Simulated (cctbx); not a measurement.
# Symmetry from intensities

Cell: a = 7.0490 Å, b = 4.3750 Å, c = 7.8010 Å, α = 90.00°, β = 90.00°, γ = 90.00°. Expected content of the cell: Hg4 Hf4 Cu4.

The data are simulated with cctbx, not measured: Cu Kα, λ = 1.54184 Å, to d = 0.83 Å, 95 % of the full sphere, strongest reflection 20000 counts, noise from counting, a 6 % proportional error and a noise floor of 4 counts (s.d.); no absorption.

Tests on the unmerged data give:

```text
1693 reflections to d = 0.831 A
centring   violations  <I/sigma> of those
    A        619 of   846      9.6
    B        635 of   849      9.9
    C        710 of   869     10.5
    I        576 of   857      8.3
    R        885 of  1117     10.3
    F        982 of  1282     10.1
Laue class    unique    Rint  (classes that these axes allow; Friedel mates merged)
P -1              877   0.039
P 1 2/m 1         505   0.045
P 1 1 2/m         478   0.046
P 2/m 1 1         482   0.046
P m m m           293   0.048
space group    extra absences  I>4sigma  <I/sigma>
P 2 2 2                 0          0         -  acentric
P 2 2 21               10          0      -0.1  acentric
P 21 2 2                6          0       0.5  acentric
P 2 21 2                6          0      -0.0  acentric
P 21 21 2              12          0       0.2  acentric
P 2 21 21              16          0      -0.1  acentric
P 21 2 21              16          0       0.1  acentric
P 21 21 21             22          0       0.1  acentric
P m m 2                 0          0         -  acentric
P 2 m m                 0          0         -  acentric
P m 2 m                 0          0         -  acentric
P 21 m a               64          0       0.1  acentric
P m 2 a                64          0       0.1  acentric
P n m 21               74          0       0.2  acentric
P n 21 m               74          0       0.2  acentric
P n 21 a              138          0       0.1  acentric
P m m m                 0          0         -  centric
P m m a                64          0       0.1  centric
P n m m :1             74          0       0.2  centric
P n m m :2             74          0       0.2  centric
P n m a               138          0       0.1  centric
Wilson B = 0.38 A^2   <|E^2-1|> = 0.952 (0.968 centric, 0.736 acentric)   E^2>4: 3.7 %
shell (A)         n   <I/sigma>
 7.80 - 1.66     47     18.2
 1.66 - 1.32     40     22.2
 1.32 - 1.15     33     20.2
 1.15 - 1.05     35     20.6
 1.05 - 0.97     37     22.5
 0.97 - 0.91     35     24.8
 0.91 - 0.87     27     20.7
 0.87 - 0.83     39     22.9
```

Q: Read the symmetry from these tables.

Every centring test has many violations, so the lattice is primitive.

Rint stays low (0.039 to 0.048) up to P m m m, the highest class in these axes.

21 settings pass the absence test. The most absences obeyed, 138, belong to P n 21 a and P n m a, which absences can't tell apart.

⟨|E²−1|⟩ = 0.952 leans to a centrosymmetric structure. The Wilson B of 0.38 Å² means U ≈ 0.0048 Å².

The true group is Pnma (no. 62), Laue class mmm, centrosymmetric. The tables only narrow the choice to the tied entries; cell content, site symmetry and trial solutions must settle it.

The model is made up (kin elements in a known structure type, no relaxation), so it says nothing on whether the phase exists.

[Logs are printed without paths, hosts, clocks, repeated set-up lines and the standing remarks that a program may print on its own settings, such as how far it seeks lower states.]
